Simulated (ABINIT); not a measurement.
# How AlN absorbs and reflects light

Aim: the dielectric function of AlN, and the optical constants that follow from it. The cell comes from an older database entry, whose edges can differ from later determinations, mostly by under a per cent.

Program: ABINIT 10.8.3. Level of theory: DFT, PBE, plane waves with norm-conserving potentials (PseudoDojo), scalar-relativistic, independent-particle linear optical response without local fields. Results are calculated unless marked as measured.

The database entry behind the starting cell differs from later determinations by our own check (inner coordinate u about 0.002 short), so it need not match the best structure at ambient conditions.

## Step 1: Set-up

The structure is hexagonal, space group P6_3mc (No. 186). Conventional cell: a = 3.113 Å, b = 3.113 Å, c = 4.981 Å, α = 90.00°, β = 90.00°, γ = 120.00°. Nearest to Al lie 4 N at 1.89 Å. Nearest to N lie 4 Al at 1.89 Å. Farther neighbours and most contacts between anions are not listed.

## Step 2: Ground state, bands and velocity matrix elements

The self-consistent density comes first; it also tells whether there is a gap, which decides the occupations and the need for a Drude term.

This step: DFT, PBE, plane waves with norm-conserving potentials (PseudoDojo), scalar-relativistic, ground state, bands at fixed density and velocity matrix elements (ABINIT 10.8.3).

Contents of run.abi:

```
# ground state, bands on a dense mesh, and the derivatives d/dk of the wave functions
ndtset 3

ngkpt1 8 8 5
shiftk1 0.0 0.0 0.0
tolvrs1 1.0d-12
nband1 12
prtden1 1

iscf2 -2
getden2 1
ngkpt2 12 12 7
shiftk2 0.0 0.0 0.0
kptopt2 1
nband2 30
nbdbuf2 4
tolwfr2 1.0d-14

optdriver3 8
wfk_task3 "wfk_ddk"
prtevk3 1
getwfk3 2
getden3 1
iscf3 -2
ngkpt3 12 12 7
shiftk3 0.0 0.0 0.0
kptopt3 1
nband3 30

nshiftk 1
occopt 3
tsmear 0.001837
ecut 45.0
nstep 80
iomode 3
chksymbreak 0
chkprim 0
chksymtnons 0
acell 3*1.0 Angstrom
rprim
  3.113000000011 0.000000000000 0.000000000000
  -1.556500000006 2.695937081990 0.000000000000
  0.000000000000 0.000000000000 4.981000000000
natom 4
ntypat 2
znucl 13 7
typat 1 1 2 2
xred
  0.666666666667 0.333333333333 0.500000000000
  0.333333333333 0.666666666667 0.000000000000
  0.666666666667 0.333333333333 0.880000000000
  0.333333333333 0.666666666667 0.380000000000
pseudos "Al.upf, N.upf"
```

On the command line:

```console
$ mpirun -n 4 abinit run.abi
```

Numbers of over 12 decimals in the logs are rounded to 6 here.

Log:

```text
DATASET    1 : space group P6_3 m c (#186); Bravais hP (primitive hexag.)
 DATASET    2 : space group P6_3 m c (#186); Bravais hP (primitive hexag.)
 DATASET    3 : space group P6_3 m c (#186); Bravais hP (primitive hexag.)
            ngfft          36      36      60
                         0.03750    0.03750    0.01875    0.01875    0.00625    0.03750
                         0.03750    0.03750    0.01875    0.03750    0.07500    0.07500
                         0.03750    0.03750    0.00625    0.03750    0.03750    0.03750
                         0.01875    0.03750    0.07500    0.07500    0.03750    0.03750
                         0.00298    0.00595    0.01190    0.01190    0.01190    0.01190
                         0.00595    0.01190    0.01190    0.00595    0.00595    0.01190
                         0.00198    0.00198    0.01190    0.01190    0.01190    0.01190
                         0.01190    0.00595    0.01190    0.02381    0.02381    0.02381
                         0.02381    0.01190    0.02381    0.02381    0.01190    0.01190
                         0.02381    0.00397    0.00198    0.01190    0.01190    0.01190
                         0.01190    0.01190    0.00595    0.01190    0.02381    0.02381
                         0.00298    0.00595    0.01190    0.01190    0.01190    0.01190
                         0.00595    0.01190    0.01190    0.00595    0.00595    0.01190
                         0.00198    0.00198    0.01190    0.01190    0.01190    0.01190
                         0.01190    0.00595    0.01190    0.02381    0.02381    0.02381
                         0.02381    0.01190    0.02381    0.02381    0.01190    0.01190
[...]
== DATASET  1 ==================================================================
 Real(R)+Recip(G) space primitive vectors, cartesian coordinates (Bohr,Bohr^-1):
 R(1)=  5.8827174  0.0000000  0.0000000  G(1)=  0.1699895  0.0981435  0.0000000
 R(2)= -2.9413587  5.0945827  0.0000000  G(2)=  0.0000000  0.1962869  0.0000000
 R(3)=  0.0000000  0.0000000  9.4127258  G(3)=  0.0000000  0.0000000  0.1062392
 Unit cell volume ucvol=  2.8209931E+02 bohr^3
 Angles (23,13,12)=  9.00000000E+01  9.00000000E+01  1.20000000E+02 degrees
 getcut: wavevector=  0.0000  0.0000  0.0000  ngfft=  36  36  60
     iter   Etot(hartree)      deltaE(h)  residm     vres2
 ETOT  1  -25.259180283084    -2.526E+01 8.290E-02 1.202E+03
 ETOT  2  -25.346787719438    -8.761E-02 1.539E-02 9.446E+02
 ETOT  3  -25.587890403165    -2.411E-01 3.613E-02 1.074E+00
 ETOT  4  -25.588450755420    -5.604E-04 1.964E-02 2.357E-02
 ETOT  5  -25.588452501371    -1.746E-06 1.789E-03 2.744E-03
 ETOT  6  -25.588452693445    -1.921E-07 5.995E-03 4.044E-05
 ETOT  7  -25.588452703035    -9.591E-09 1.606E-03 2.376E-06
 ETOT  8  -25.588452703451    -4.153E-10 2.199E-03 1.385E-07
 ETOT  9  -25.588452703485    -3.449E-11 7.100E-04 2.792E-09
 ETOT 10  -25.588452703487    -1.346E-12 8.037E-04 2.425E-11
 ETOT 11  -25.588452703486     4.015E-13 2.022E-04 1.422E-13
 At SCF step   11       vres2   =  1.42E-13 < tolvrs=  1.00E-12 =>converged.
 Cartesian components of stress tensor (hartree/bohr^3)
  sigma(1 1)= -9.58577357E-05  sigma(3 2)=  0.00000000E+00
  sigma(2 2)= -9.58577357E-05  sigma(3 1)=  0.00000000E+00
  sigma(3 3)= -1.51609590E-04  sigma(2 1)=  0.00000000E+00
 Mean square residual over all n,k,spin=   64.087E-08; max=  20.217E-05
 Fermi (or HOMO) energy (hartree) =   0.25739   Average Vxc (hartree)=  -0.39341
 Eigenvalues (hartree) for nkpt=  30  k points:
 kpt#   1, nband= 12, wtk=  0.00313, kpt=  0.0000  0.0000  0.0000 (reduced coord)
  -0.36128   -0.28224   -0.02427    0.16473    0.16473    0.18867    0.18867    0.19528
   0.35039    0.44062    0.58457    0.60655
   2.00000    2.00000    2.00000    2.00000    2.00000    2.00000    2.00000    2.00000
   0.00000    0.00000    0.00000    0.00000
kinetic             :  1.63768148154443E+01
hartree             :  5.68898051670954E+00
xc                  : -8.49835363268027E+00
Ewald energy        : -2.17432241271533E+01
psp_core            :  1.05394762412807E+00
local_psp           : -1.71239068649197E+01
non_local_psp       : -1.34271103501477E+00
internal            : -2.55884527034861E+01
'-kT*entropy'       :  1.25262822077192E-15
total_energy        : -2.55884527034861E+01
total_energy_eV     : -6.96297269951577E+02
 Cartesian components of stress tensor (hartree/bohr^3)
  sigma(1 1)= -9.58577357E-05  sigma(3 2)=  0.00000000E+00
  sigma(2 2)= -9.58577357E-05  sigma(3 1)=  0.00000000E+00
  sigma(3 3)= -1.51609590E-04  sigma(2 1)=  0.00000000E+00
-Cartesian components of stress tensor (GPa)         [Pressure=  3.3670E+00 GPa]
== DATASET  2 ==================================================================
 Real(R)+Recip(G) space primitive vectors, cartesian coordinates (Bohr,Bohr^-1):
 R(1)=  5.8827174  0.0000000  0.0000000  G(1)=  0.1699895  0.0981435  0.0000000
 R(2)= -2.9413587  5.0945827  0.0000000  G(2)=  0.0000000  0.1962869  0.0000000
 R(3)=  0.0000000  0.0000000  9.4127258  G(3)=  0.0000000  0.0000000  0.1062392
 Unit cell volume ucvol=  2.8209931E+02 bohr^3
 Angles (23,13,12)=  9.00000000E+01  9.00000000E+01  1.20000000E+02 degrees
 getcut: wavevector=  0.0000  0.0000  0.0000  ngfft=  36  36  60
 Mean square residual over all n,k,spin=   48.303E-16; max=  99.809E-16
 Eigenvalues (hartree) for nkpt=  76  k points:
 kpt#   1, nband= 30, wtk=  0.00099, kpt=  0.0000  0.0000  0.0000 (reduced coord)
  -0.36128   -0.28224   -0.02427    0.16473    0.16473    0.18867    0.18867    0.19528
   0.35039    0.44062    0.58450    0.60655    0.60655    0.67956    0.67971    0.67971
   0.72945    0.72945    0.73972    0.83220    0.83220    0.90965    1.01852    1.03098
[...]
== DATASET  3 ==================================================================
            ngfft          36      36      60
[...]
0.01190    0.01190    0.00595    0.01190    0.02381    0.02381
                         0.00298    0.00595    0.01190    0.01190    0.01190    0.01190
                         0.00595    0.01190    0.01190    0.00595    0.00595    0.01190
                         0.00198    0.00198    0.01190    0.01190    0.01190    0.01190
                         0.01190    0.00595    0.01190    0.02381    0.02381    0.02381
                         0.02381    0.01190    0.02381    0.02381    0.01190    0.01190
                         0.02381    0.00397    0.00198    0.01190    0.01190    0.01190
                         0.01190    0.01190    0.00595    0.01190    0.02381    0.02381
[shortened to cell, iterations, levels, energies and stress; the echo of variables, forces, comments, warnings and credits are left out]
```

Run time: 61 s. Hardware: 4 MPI ranks of Intel Xeon Platinum 8488C (Sapphire Rapids), shared host; peak memory 0.13 GiB; 4.1 min of CPU time.

Read-outs, printed or worked out from the files:

| Item | Value |
| --- | --- |
| total energy | -25.59 Ha |
| gap on the k-mesh | 4.221 eV |
| direct gap on the mesh | 4.221 eV |

There is a gap, 4.22 eV on this mesh (points off the mesh can give less), so no carriers' term is needed.

## Step 3: Optical response

With the density converged, the vertical transitions are summed over the zone.

This step: DFT, PBE, plane waves with norm-conserving potentials (PseudoDojo), scalar-relativistic, independent-particle linear optical response without local fields (ABINIT 10.8.3).

Contents of optic.abi:

```
&FILES
 ddkfile_1 = 'runo_DS3_1_EVK.nc',
 ddkfile_2 = 'runo_DS3_2_EVK.nc',
 ddkfile_3 = 'runo_DS3_3_EVK.nc',
 wfkfile = 'runo_DS2_WFK.nc'
/
&PARAMETERS
 broadening = 0.001837,
 domega = 0.0020212,
 maxomega = 0.80849,
 scissor = 0.0,
 tolerance = 0.002,
 nband_sum = 26
/
&COMPUTATIONS
 num_lin_comp = 2,
 lin_comp = 11, 33,
 num_nonlin_comp = 0,
 num_linel_comp = 0,
 num_nonlin2_comp = 0
/
```

On the command line:

```console
$ optic optic.abi
```

Log:

```text

 OPTIC has originally been developed by
 S. Sharma, J. K. Dewhurst and C. Ambrosch-Draxl, Phys. Rev. B 67, 165332 (2003), and
 S. Sharma and C. Ambrosch-Draxl, Physica Scripta T 109 (2004).

 rprimd(bohr)      =   5.88272   0.00000   0.00000
                      -2.94136   5.09458   0.00000
                       0.00000   0.00000   9.41273
 natom             =       4
 nkpt,mband        =      76      30
 ecut              =  45.00000 Ha
 newocc: new Fermi energy is       0.271844 , with nelect=     16.000000, Number of bisection calls: 3
 Fermi level: 7.3973  (eV)

 fermie            =   0.27184 Ha   7.39725 eV
 Scissor shift     =   0.00000 Ha
 Tolerance on closeness to singularities     =   0.00200 Ha
 Smearing factor      =   0.00184 Ha
 Will use the antiresonant approximation (meaning that the antiresonant terms are neglected)
 Will not perform the bands decomposition
 linear coeffs to be calculated :
 11 33
 non-linear coeffs to be calculated :

 electronic part of electro-optic coeffs to be calculated :

 non-linear coeffs (V2) to be calculated :

 linear optic matrix elements will be printed :0
 optic : Call pmat2cart
 No scissor shift to be applied. Returning to main optic routine.
 optic : Call linopt
  linopt            1           1
 calculated the component:           1           1   of dielectric function
  with broadening:         (0.000000,1.83700000000000009E-003)
 and scissors shift:   0.000000
 energy window:   42.542921      eV   1.563424      Ha
  linopt            3           3
 calculated the component:           3           3   of dielectric function
  with broadening:         (0.000000,1.83700000000000009E-003)
 and scissors shift:   0.000000
 energy window:   42.542921      eV   1.563424      Ha
 optic : Call nlinopt
 optic : Call linelop
 optic : Call nonlinopt

================================================================================

 Calculation completed.
-
program: optic
version: 10.8.3
start_datetime:
end_datetime:
overall_cpu_time:           0.2
overall_wall_time:           0.2
mpi_procs: 1
omp_threads: 1
...
```

Run time: 0.83 s. Hardware: 1 thread; peak memory 0.05 GiB.

This step gave:

```
electronic dielectric constant ε∞, mean over x, y and z (by symmetry where fewer were run) : 4.564
```

The Im ε has structure finer than the step of the table below, so its rows give means over 0.5 eV, whole bins alone (the curve runs from 0.0550 to 21.9 eV). Peaks (eV: height): E ∥ x 5.17: 2.40, 6.71: 5.97, 7.09: 9.44, 8.03: 11.5, 8.52: 8.49, 10.89: 6.88, 11.82: 6.81; E ∥ z 6.43: 9.76, 6.71: 11.4, 7.37: 9.77, 7.75: 9.50, 7.97: 7.60, 9.68: 9.03, 11.88: 8.15.

Sum at mesh points, not converged in k; values under the direct gap are tails of Lorentzian lines. The Im ε by photon energy; means over each step:

```csv
photon energy (eV),E ∥ x,E ∥ z
0.5,0.00244,0.00279
1.0,0.00502,0.00575
1.5,0.00791,0.00910
2.0,0.0113,0.0131
2.5,0.0157,0.0184
3.0,0.0217,0.0259
3.5,0.0312,0.0388
4.0,0.0567,0.139
4.5,0.272,0.620
5.0,1.06,0.842
5.5,0.851,1.41
6.0,2.27,3.09
6.5,4.44,8.39
7.0,6.73,8.87
7.5,7.79,8.40
8.0,9.13,5.71
8.5,6.68,3.54
9.0,5.03,3.82
9.5,4.36,6.55
10.0,4.54,5.96
10.5,5.23,5.49
11.0,5.66,4.18
11.5,4.75,4.92
12.0,5.47,6.20
12.5,5.34,4.82
13.0,4.58,4.25
13.5,3.54,2.79
14.0,2.98,2.70
14.5,2.18,2.12
15.0,1.95,2.02
15.5,1.36,1.45
16.0,1.20,1.31
16.5,1.06,0.955
17.0,0.937,0.922
17.5,0.658,0.700
18.0,0.478,0.430
18.5,0.433,0.392
19.0,0.415,0.495
19.5,0.411,0.406
20.0,0.316,0.377
20.5,0.296,0.349
21.0,0.298,0.405
21.5,0.261,0.334
```

The reflectivity at normal incidence has structure finer than the step of the table below, so its rows give means over 0.5 eV, whole bins alone (the curve runs from 0.0550 to 21.9 eV). Peaks (eV: height): E ∥ x 14.96: 60.4, 15.18: 54.7, 16.06: 62.0, 16.72: 54.0, 16.99: 52.6, 17.49: 60.0, 18.64: 54.9; E ∥ z 14.24: 54.3, 14.96: 55.3, 15.18: 53.0, 15.95: 57.5, 16.22: 60.0, 16.77: 52.4, 18.26: 73.4.

Sum at mesh points, not converged in k. Reflectivity at normal incidence against photon energy; means over each step:

```csv
photon energy (eV),E ∥ x (%),E ∥ z (%)
0.5,13.0,13.6
1.0,13.1,13.7
1.5,13.3,14.0
2.0,13.6,14.3
2.5,14.1,14.9
3.0,14.7,15.5
3.5,15.5,16.5
4.0,16.8,18.1
4.5,18.6,20.0
5.0,20.0,21.0
5.5,21.4,23.9
6.0,24.1,28.9
6.5,28.7,34.6
7.0,30.9,34.1
7.5,31.6,34.8
8.0,37.5,35.5
8.5,31.3,18.2
9.0,29.9,21.0
9.5,24.1,29.0
10.0,23.1,32.2
10.5,25.6,28.9
11.0,32.3,29.8
11.5,26.8,24.3
12.0,33.0,38.5
12.5,36.2,38.2
13.0,41.8,44.9
13.5,41.7,44.3
14.0,46.8,43.4
14.5,46.1,40.9
15.0,51.0,47.5
15.5,50.0,46.3
16.0,52.7,52.1
16.5,46.8,48.7
17.0,48.7,46.7
17.5,56.7,55.2
18.0,56.9,61.0
18.5,51.5,47.6
19.0,46.8,40.7
19.5,40.8,39.6
20.0,44.9,37.6
20.5,36.3,28.2
21.0,30.2,25.4
21.5,27.9,28.9
```

The loss function −Im 1/ε at q → 0 has structure finer than the step of the table below, so its rows give means over 0.5 eV, whole bins alone (the curve runs from 0.0550 to 21.9 eV). Peaks (eV: height): E ∥ x 19.47: 2.24, 20.62: 3.42, 21.06: 3.90, 21.61: 4.64; E ∥ z 19.47: 2.41, 19.85: 2.32, 20.57: 3.18, 21.17: 2.94, 21.39: 3.30, 21.72: 4.45.

Sum at mesh points, not converged in k; values under the direct gap are tails of Lorentzian lines. The loss function −Im 1/ε at q → 0 by energy loss; means over each step:

```csv
energy loss (eV),E ∥ x,E ∥ z
1.5,3.7e-4,3.9e-4
2.0,5.1e-4,5.4e-4
2.5,6.7e-4,7.1e-4
3.0,8.5e-4,9.2e-4
3.5,0.00111,0.00122
4.0,0.00172,0.00354
4.5,0.00661,0.0129
5.0,0.0230,0.0158
5.5,0.0153,0.0192
6.0,0.0325,0.0246
6.5,0.0424,0.0539
7.0,0.0605,0.0892
7.5,0.0835,0.110
8.0,0.101,0.196
8.5,0.140,0.193
9.0,0.199,0.175
9.5,0.213,0.118
10.0,0.184,0.170
10.5,0.166,0.176
11.0,0.179,0.241
11.5,0.204,0.183
12.0,0.183,0.158
12.5,0.181,0.192
13.0,0.184,0.179
13.5,0.220,0.241
14.0,0.213,0.252
14.5,0.268,0.323
15.0,0.246,0.270
15.5,0.328,0.357
16.0,0.327,0.313
16.5,0.449,0.456
17.0,0.462,0.509
17.5,0.440,0.447
18.0,0.589,0.523
18.5,0.882,1.23
19.0,1.17,1.23
19.5,1.57,1.67
20.0,1.86,1.99
20.5,2.81,2.74
21.0,3.21,2.43
21.5,3.78,3.01
```

From ε follow the optical constants at some laser and lamp lines:

```csv
wavelength (nm),n x,k x,R (%) x,1/α x,n z,k z,R (%) z,1/α z
1550,2.13,0.001,13.0,133 µm,2.17,0.001,13.7,118 µm
1064,2.14,0.001,13.2,61 µm,2.18,0.002,13.8,54 µm
800,2.15,0.002,13.3,33 µm,2.20,0.002,14.0,30 µm
532,2.19,0.003,13.9,13 µm,2.24,0.004,14.7,12 µm
405,2.25,0.005,14.8,6.5 µm,2.31,0.006,15.6,5.5 µm
365,2.29,0.006,15.3,4.7 µm,2.35,0.007,16.3,3.9 µm
248,2.60,0.078,19.8,252 nm,2.77,0.104,22.0,190 nm
```

Below the direct gap, k and the depth come from the tails of the Lorentzian lines, not from transitions.

Rows near the edge hang on the gap, which this functional as a rule makes too small, and phonon-assisted absorption is left out.

## Step 4: Results

| Property | Result |
| --- | --- |
| electronic dielectric constant ε∞, mean over x, y and z (by symmetry where fewer were run) (independent particles) | 4.56 |

In words: At this level (PBE, independent particles) AlN has a mean ε∞ = 4.56 and n = 2.13 at 1550 nm (E ∥ x). On the mesh the gap is 4.22 eV and the least direct gap 4.22 eV. The static values by axis are 4.50 (x), 4.68 (z). Excitons and phonon-assisted transitions are missing, and so are local fields; PBE gaps are as a rule too small, which pulls the onset down and ε∞ up. The sum runs over mesh points 0.19 Å⁻¹ apart with no interpolation, so peaks are partly noise of the mesh and static values carry its error. Besides steps told in other documents, this task had 1 run with a known fault of program or setting; those not told in a step above aren't shown.

[Logs are printed without paths, hosts, clocks, repeated set-up lines and the standing remarks that a program may print on its own settings, such as how far it seeks lower states.]

[Hosts, paths, dates, database ids (printed as entryN), source tags and the programs' standing remarks are cut or masked in the printed files.]
